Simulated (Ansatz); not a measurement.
# How Ba(110) screens a field, part 2 of 2

Wanted: the response of a Ba(110) slab to a perpendicular field.

Ansatz 0.2.0; plane-wave DFT, LDA, Ansatz PAW.

So far. Step 7 (Single point, field 0.15 V/Å): The dipole is 0.398 e·Å. Step 8 (The response): The induced dipole is that of a conductor 26.92 Å thick.

## 9. Varying the input

This step: plane-wave DFT, LDA, Ansatz PAW, but for the change named below (Ansatz 0.2.0).

A run with a changed input: it repeats the earlier run at 0.03 V/Å with hamiltonian.xc from lda to r2scan and scf.n_extra_bands to 1.

Input file input.yaml:

```yaml
crystal:
  lattice:
    - [3.5496760416, -2.51, 0.0]
    - [3.5496760416, 2.51, 0.0]
    - [0.0, 0.0, 39.2980562493]
  atoms:
    - { symbol: Ba, position: [0.0, 0.0, 0.2290189607] }
    - { symbol: Ba, position: [0.5, 0.5, 0.3193459738] }
    - { symbol: Ba, position: [0.0, 0.0, 0.4096729869] }
    - { symbol: Ba, position: [0.5, 0.5, 0.5] }
    - { symbol: Ba, position: [0.0, 0.0, 0.5903270131] }
    - { symbol: Ba, position: [0.5, 0.5, 0.6806540262] }
    - { symbol: Ba, position: [0.0, 0.0, 0.7709810393] }
kpoints:
  mp_grid: { grid: [12, 12, 1] }
hamiltonian:
  xc: r2scan
scf:
  occupations: { method: fermi_dirac, width: 0.1 }
  convergence: { dr2_threshold: 1.0e-10 }
  n_extra_bands: 1
efield:
  axis: 3
  dipole_correction: true
  ramp_position: 0.97
  ramp_width: 0.06
  amplitude: 0.03
output:
  forces: true
  write_potential: true
  write_density: true
  volumetric_format: npy
```

Run with:

```console
$ ansatz run input.yaml --threads 2 --pin off --max-ram 3072MiB --backend cpu --events-out ev --progress --plain --runs-dir out
```

Numbers of over 12 decimals in the logs are rounded to 6 here.

Output:

```text
scf.n_extra_bands = 1 over 35 filled bands (N_el = 70.0): the run solves 36 bands
Engine: ansatz 0.2.0, aarch64-unknown-linux-gnu
Pseudopotentials: kind: paw
Pseudopotential: Ba, paw, valence charge 10, recommended cutoff 500 eV (meta_gga), Ba.paw.azcp
Functional definition: r2SCAN
  parameter k0 = 0.174
  parameter k1 = 0.065
  parameter a1 = 4.9479
  exchange = r2scan_x(k0 = k0, k1 = k1, a1 = a1)
  correlation = r2scan_c
Crystal: 7 atoms, lattice volume = 700.267 Å³
Basis set: ecut = 500 eV, 17655 PW (Γ), exchange–correlation on 128×128×1152 points (64 copies of the dense FFT grid, shifted against one another)
Bands: 36, of which v1, the nominal top of the filled ones, is band 35 counted from 1 (34 counted from 0)
Symmetry: 4 space group operations
k-points: 43 of 144
Non-local potential: Ba, projectors of the file, l = 0: 3, l = 1: 2, l = 2: 2, l = 3: 2
PAW form: soft (Blöchl's): semilocal exchange-correlation on the pseudo side does not see the compensation charge
PAW frozen core: Ba, regenerated for the run's functional (the file was generated under x = pbe(κ = 0.804, μ = 0.219515), c = pbe(β = 0.066725))
PAW one-centre angular grid: Ba, 302 points (default); XC on 160 Gauss nodes
Initial density: superposition of atomic densities (neutral atoms: chi_scale 0, normalization atom), corrected by the library's trained network
Initial wavefunctions: pseudopotential atomic-orbital guess
Functional: x = r2scan, c = r2scan; τ floored in thin density (d = 2e-4 eV/Å³)
SCF iter   1: F=—  HF=-41750.423077 eV  |F-HF|=—  |Δ(HF+E_count)|=         —  Δρ=5.01e-3  dr2=3.69e1  dr2_τ=1.01e-2  ethr=1.77e-3  p=0.000 e·Å  D=6.18e-14 V/Å  ΔV_dip=-0.00 eV  dr2_dipole=4.63e1  V_vac-E_F(+/−)=3.01/1.92 eV  ⟨swp⟩=14.5  Hψ=10979  notcnv=0
efield: sawtooth ramp at fractional position 0.9700 (set: `efield.ramp_position`, or a place that a band, a saddle search or an elastic batch's reference lends), width 0.0600; the density the first Hamiltonian is built on has a dipole p = 0.000 e·Å; the dipole correction subtracts the counter field D = 6.18e-14 V/Å, which shifts the + side's vacuum level by -0.00 eV against the − side's; the planar-averaged density in the ramp window peaks in size at 2.6e-5 e/Å³
preconditioner: auto → LDOS  [metal: Δε(μ)=0.005 eV  Ē_g=1.023 eV  σ=0.100 eV  W_gap=0.01  n_scr=88 (ndim 8)  ℏωp=5.3 eV  f_vac=0.326  D(μ)=7.09/eV (n_scr^D=16)  β→1.0]
SCF iter   2: F=—  HF=-41750.567122 eV  |F-HF|=—  |Δ(HF+E_count)|=   1.44e-1  Δρ=4.31e-3  dr2=2.59e1  dr2_τ=1.04e-2  ethr=1.77e-3  p=0.111 e·Å  D=2.87e-2 V/Å  ΔV_dip=-1.13 eV  dr2_dipole=2.69e1  V_vac-E_F(+/−)=2.09/2.13 eV  ⟨swp⟩=2.5  Hψ=3250  notcnv=0
SCF iter   3: F=—  HF=-41750.454743 eV  |F-HF|=—  |Δ(HF+E_count)|=   1.12e-1  Δρ=1.15e-3  dr2=6.94e-1  dr2_τ=6.51e-4  ethr=1.77e-3  p=0.094 e·Å  D=2.43e-2 V/Å  ΔV_dip=-0.96 eV  dr2_dipole=2.39e-1  V_vac-E_F(+/−)=2.53/2.39 eV  ⟨swp⟩=2.2  Hψ=3191  notcnv=0
SCF iter   4: F=—  HF=-41750.448852 eV  |F-HF|=—  |Δ(HF+E_count)|=   5.89e-3  Δρ=5.71e-4  dr2=3.79e-2  dr2_τ=7.36e-5  ethr=9.91e-4  p=0.074 e·Å  D=1.91e-2 V/Å  ΔV_dip=-0.75 eV  dr2_dipole=2.96e-2  V_vac-E_F(+/−)=2.54/2.20 eV  ⟨swp⟩=1.7  Hψ=1660  notcnv=0
SCF iter   5: F=—  HF=-41750.452727 eV  |F-HF|=—  |Δ(HF+E_count)|=   3.88e-3  Δρ=4.60e-4  dr2=7.86e-2  dr2_τ=5.23e-5  ethr=5.41e-5  p=0.075 e·Å  D=1.94e-2 V/Å  ΔV_dip=-0.76 eV  dr2_dipole=4.13e-2  V_vac-E_F(+/−)=2.45/2.12 eV  ⟨swp⟩=2.9  Hψ=2083  notcnv=0
SCF iter   6: F=—  HF=-41750.451343 eV  |F-HF|=—  |Δ(HF+E_count)|=   1.38e-3  Δρ=2.02e-4  dr2=1.93e-2  dr2_τ=8.19e-6  ethr=5.41e-5  p=0.078 e·Å  D=2.01e-2 V/Å  ΔV_dip=-0.79 eV  dr2_dipole=8.81e-3  V_vac-E_F(+/−)=2.44/2.14 eV  ⟨swp⟩=1.8  Hψ=1813  notcnv=0
SCF iter   7: F=—  HF=-41750.451198 eV  |F-HF|=—  |Δ(HF+E_count)|=   1.45e-4  Δρ=1.12e-4  dr2=6.40e-3  dr2_τ=3.10e-6  ethr=2.75e-5  p=0.083 e·Å  D=2.13e-2 V/Å  ΔV_dip=-0.84 eV  dr2_dipole=8.29e-3  V_vac-E_F(+/−)=2.45/2.20 eV  ⟨swp⟩=2.1  Hψ=1683  notcnv=0
SCF iter   8: F=—  HF=-41750.451184 eV  |F-HF|=—  |Δ(HF+E_count)|=   1.40e-5  Δρ=4.70e-5  dr2=2.35e-3  dr2_τ=2.19e-7  ethr=9.14e-6  p=0.082 e·Å  D=2.11e-2 V/Å  ΔV_dip=-0.83 eV  dr2_dipole=3.27e-3  V_vac-E_F(+/−)=2.45/2.19 eV  ⟨swp⟩=1.7  Hψ=1704  notcnv=0
SCF iter   9: F=—  HF=-41750.451842 eV  |F-HF|=—  |Δ(HF+E_count)|=   6.58e-4  Δρ=2.33e-4  dr2=4.57e-3  dr2_τ=2.32e-6  ethr=3.35e-6  p=0.081 e·Å  D=2.09e-2 V/Å  ΔV_dip=-0.82 eV  dr2_dipole=2.12e-3  V_vac-E_F(+/−)=2.46/2.19 eV  ⟨swp⟩=2.1  Hψ=1808  notcnv=0
[...]
SCF iter  95: F=—  HF=-41750.451542 eV  |F-HF|=—  |Δ(HF+E_count)|=   1.93e-5  Δρ=5.96e-5  dr2=3.89e-4  dr2_τ=1.64e-7  ethr=1.17e-7  p=0.085 e·Å  D=2.19e-2 V/Å  ΔV_dip=-0.86 eV  dr2_dipole=2.70e-4  V_vac-E_F(+/−)=2.44/2.21 eV  ⟨swp⟩=4.6  Hψ=3209  notcnv=1
SCF iter  96: F=—  HF=-41750.451580 eV  |F-HF|=—  |Δ(HF+E_count)|=   3.83e-5  Δρ=1.16e-4  dr2=1.01e-3  dr2_τ=5.94e-7  ethr=1.17e-7  p=0.085 e·Å  D=2.19e-2 V/Å  ΔV_dip=-0.86 eV  dr2_dipole=3.03e-4  V_vac-E_F(+/−)=2.44/2.21 eV  ⟨swp⟩=2.5  Hψ=1809  notcnv=1
SCF iter  97: F=—  HF=-41750.451532 eV  |F-HF|=—  |Δ(HF+E_count)|=   4.80e-5  Δρ=8.51e-5  dr2=6.63e-4  dr2_τ=3.46e-7  ethr=1.17e-7  p=0.085 e·Å  D=2.19e-2 V/Å  ΔV_dip=-0.86 eV  dr2_dipole=3.37e-4  V_vac-E_F(+/−)=2.44/2.21 eV  ⟨swp⟩=2.2  Hψ=1881  notcnv=0
SCF iter  98: F=—  HF=-41750.451835 eV  |F-HF|=—  |Δ(HF+E_count)|=   3.02e-4  Δρ=2.09e-4  dr2=2.64e-3  dr2_τ=1.83e-6  ethr=1.17e-7  p=0.085 e·Å  D=2.19e-2 V/Å  ΔV_dip=-0.86 eV  dr2_dipole=5.09e-7  V_vac-E_F(+/−)=2.44/2.21 eV  ⟨swp⟩=4.2  Hψ=6178  notcnv=0  recentre
SCF iter  99: F=—  HF=-41750.451748 eV  |F-HF|=—  |Δ(HF+E_count)|=   8.69e-5  Δρ=5.19e-5  dr2=3.40e-4  dr2_τ=1.37e-7  ethr=1.17e-7  p=0.085 e·Å  D=2.19e-2 V/Å  ΔV_dip=-0.86 eV  dr2_dipole=2.68e-4  V_vac-E_F(+/−)=2.44/2.21 eV  ⟨swp⟩=3.4  Hψ=5369  notcnv=0
SCF iter 100: F=—  HF=-41750.451816 eV  |F-HF|=—  |Δ(HF+E_count)|=   6.83e-5  Δρ=2.02e-4  dr2=2.48e-3  dr2_τ=1.71e-6  ethr=1.17e-7  p=0.085 e·Å  D=2.19e-2 V/Å  ΔV_dip=-0.86 eV  dr2_dipole=1.19e-8  V_vac-E_F(+/−)=2.44/2.21 eV  ⟨swp⟩=2.9  Hψ=5063  notcnv=0  recentre
Error: did not converge after 100 iterations: dr2 = 2.48e-3 (threshold 1.00e-10), under the density mixer `msr1`, which `scf.mixing.algorithm: auto` chose by the deck's other keys (type `scf.mixing.algorithm: msr1` to keep it); the highest band holds charge, and too few bands can keep an SCF from converging: raise `scf.n_extra_bands` (try 42 bands in all); raise `scf.max_iter`, which need not help a stalled SCF, or a [...]
```

Elapsed: 13 min, on 2 threads of Arm Neoverse V2, shared host; peak memory 2.2 GiB.

Residual by cycle:

cycle, log10 residual and a bar from the least value:
```
        1        1.6 ##############################
       10       -2.5 #######
       19       -2.9 #####
       28       -2.7 ######
       37       -3.8 
       46       -2.6 #######
       55       -2.7 #######
       64       -2.6 #######
       73       -3.2 ####
       82       -3.2 ###
       91       -2.7 ######
      100       -2.6 #######
```

The run stopped without converging, so none of its numbers is a property of the system.

After 100 cycles the residual stands at 0.0025, against 0.0010 at cycle 51 and a least value of 8.2e-5.

The program's message: “Error: did not converge after 100 iterations: dr2 = 2.48e-3 (threshold 1.00e-10), under the density mixer `msr1`, which `scf.mixing.algorithm: auto` chose by the deck's other keys (type `scf.mixing.al …”

## 10. A changed input

This step: plane-wave DFT, LDA, Ansatz PAW (Ansatz 0.2.0).

Another changed input: it repeats the earlier run at 0.03 V/Å with efield.dipole_correction from true to false.

input.yaml, as its differences from that of step 9:

```diff
@@ -16,3 +16,3 @@
 hamiltonian:
-  xc: r2scan
+  xc: lda
 scf:
@@ -20,6 +20,5 @@
   convergence: { dr2_threshold: 1.0e-10 }
-  n_extra_bands: 1
 efield:
   axis: 3
-  dipole_correction: true
+  dipole_correction: false
   ramp_position: 0.97
```

Output:

```text
[...]
Crystal: 7 atoms, lattice volume = 700.267 Å³
Basis set: ecut = 420 eV, 13737 PW (Γ)
Bands: 42, of which v1, the nominal top of the filled ones, is band 35 counted from 1 (34 counted from 0)
Symmetry: 4 space group operations
k-points: 43 of 144
[...]
SCF iter   1: F=—  HF=-40456.353013 eV  |F-HF|=—  |Δ(HF+E_count)|=         —  Δρ=4.97e-3  dr2=3.51e1  ethr=1.77e-3  p=0.000 e·Å  V_vac-E_F(+/−)=3.39/2.31 eV  ⟨swp⟩=16.4  Hψ=30462  notcnv=0
[...]
SCF iter  10: F=-40456.087271 eV  HF=-40456.087271 eV  |F-HF|=4.37e-11  |Δ(HF+E_count)|=  7.06e-10  Δρ=4.72e-8  dr2=4.01e-11  ethr=1.00e-12  p=0.253 e·Å  V_vac-E_F(+/−)=3.02/2.13 eV  ⟨swp⟩=11.1  Hψ=13556  notcnv=0
SCF 1 converged in 10 iterations: F = -40456.087271 eV  dr2 = 4.01e-11
[...]
SCF converged after 10 iterations
Free energy (F): -40456.087271 eV
[...]
Internal energy: -40455.756155 eV  (E = F + TS)
E sigma→0 (E₀):  -40455.921713 eV
Entropy (-TS):   -0.331116 eV (-47.302 meV/atom)
Fermi energy:    2.650134 eV
Dipole field:    D = 0.065283 V/Å  (p = 0.252639 e·Å, saw-weighted)
Work function:   not extracted (applied field tilts the vacuum); planar V_es + V_field profile in the machine report
[...]
--- Forces (eV/Å), atoms counted from 1 ---
  atom   1  Ba     0.00000000     0.00000000     0.19996102
  atom   2  Ba     0.00000000     0.00000000    -0.06346749
  atom   3  Ba     0.00000000     0.00000000     0.00880525
  atom   4  Ba     0.00000000     0.00000000    -0.00004264
  atom   5  Ba     0.00000000     0.00000000    -0.00887249
  atom   6  Ba     0.00000000     0.00000000     0.06452226
  atom   7  Ba     0.00000000     0.00000000    -0.20089796
  max |Σ_I F_I| component: 7.94e-6 eV/Å
--- Band table (eV; the first three rows and the last of 43) ---
  k-point 0: bands = [... 31 lower, 0.7909, 1.1867, 1.5058, 1.6790, 3.0342, 3.1355, 3.2893, 3.3341, ... 10 higher]
  k-point 1: bands = [... 31 lower, 0.8791, 1.2762, 1.6006, 1.7778, 3.0545, 3.1482, 3.2921, 3.3332, ... 10 higher]
  k-point 2: bands = [... 31 lower, 1.1177, 1.5133, 1.8534, 2.0481, 3.0814, 3.1472, 3.2671, 3.2978, ... 10 higher]
  k-point 42: bands = [... 31 lower, 2.1599, 2.1834, 2.2273, 2.2956, 2.3572, 2.3593, 2.5289, 2.8463, ... 10 higher]
```

It took 2.4 min on 2 threads; peak memory 1.4 GiB; 4.9 min of CPU time.

```
                     quantity  this run  earlier run  difference
dipole along the normal (e·Å)    0.2526      0.07952        0.17
```

With the dipole correction off, the periodic images add a field of their own to the typed one.

It moves by +0.173 e·Å.

These numbers are not those of the isolated slab.

## 11. Summary of results

```json
{
  "work function": "2.60 eV",
  "image plane, upper face": "2.80 Å",
  "induced electrons on the upper face over ε₀E": "-0.996",
  "equivalent conductor thickness p/(ε₀AE)": "26.9 Å",
  "inner field over outer field": "3.5e-4"
}
```

In words: The induced charge has its centre 2.80 Å outside the outermost atoms; this is the plane from which a capacitor's gap or an image potential counts. The equivalent conductor thickness exceeds the distance between the outer atoms by 5.63 Å, about the sum of the two image-plane distances. In the middle of the slab the field is screened to under 0.5 % of its outer value. The atoms are held at bulk positions with the tabulated experimental lattice constant.

[Logs are printed without paths, hosts, clocks, repeated set-up lines and the standing remarks that a program may print on its own settings, such as how far it seeks lower states.]

[Hosts, paths, dates, database ids (printed as entryN), source tags and the programs' standing remarks are cut or masked in the printed files.]

[Maps of the electrostatic potential energy from Ansatz leave out the sawtooth potential of an applied field or a dipole correction, so their vacuum need not be flat; planar profiles and work functions include it.]
